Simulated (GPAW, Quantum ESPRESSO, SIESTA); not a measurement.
# Out-of-plane response of fcc Al under biaxial strain, QE, PBE

Calculated with Quantum ESPRESSO 7.5: PBE; plane waves, GBRV 1.5 ultrasoft, 45/270 Ry; k-mesh 8×8×8. The first two cell vectors are strained alike from typed lattice constants; the third vector's length and the atoms are relaxed.

| in-plane strain (%) | 100 ln(c/c at zero strain) |
| --- | --- |
| -4 | 3.987 |
| -3 | 3.368 |
| -2 | 2.196 |
| -1 | ? |
| 0 | 0 |
| +1 | -0.752 |
| +2 | -1.45 |
| +3 | -2.271 |
| +4 | -3.37 |

Task: Fit a second-order form in the logarithmic strain to the rows given and interpolate to the withheld row.

Worked fit:

With u = ln[(1 + ε)/(1 + ε0)], counted from the row at ε0 = +0 % where y0 = 0, a second-order form y = y0 + a u + b u² makes v = (y − y0)/u a line in u.

| u | v |
| --- | --- |
| -0.0408220 | -97.6679 |
| -0.0304592 | -110.574 |
| -0.0202027 | -108.698 |
| 0.00995033 | -75.5754 |
| 0.0198026 | -73.2226 |
| 0.0295588 | -76.8299 |
| 0.0392207 | -85.9240 |

With n = 7: mean u = 0.00100694, mean v = -89.7846, Σ(u − ū)² = 0.0058984, Σ(u − ū)(v − v̄) = 2.3409. Slope b = 2.3409 / 0.0058984 = 396.86; intercept a = v̄ − b ū = -90.184.

At the withheld row u = -0.01005, v = a + b u = -94.17, and y = y0 + u v.

Prediction at -1: 0.9465. The run gave 1.127, so the fit is low by 0.18 (16 % of the value).

The first-order term says that the third edge changes by -0.90 % for each per cent of in-plane stretch at ε0. The second-order term makes up 4.2 % of v at the withheld row. Among the rows given, the largest miss of the fit is at +4, by 0.44 (6.0 % of the range of the table).

Limits: The nuclei are static. The DFT runs use Fermi–Dirac occupations of width 0.1 eV, and energies are free energies. The rows don't follow a smooth parabola (r.m.s. departure 2.0 % of their range), so v is no line in u and the first-order term is poorly fixed; a kink, the k-mesh or scatter of the relaxations can each do this.

[Hosts, paths, dates, database ids (printed as entryN), source tags and the programs' standing remarks are cut or masked in the printed files.]
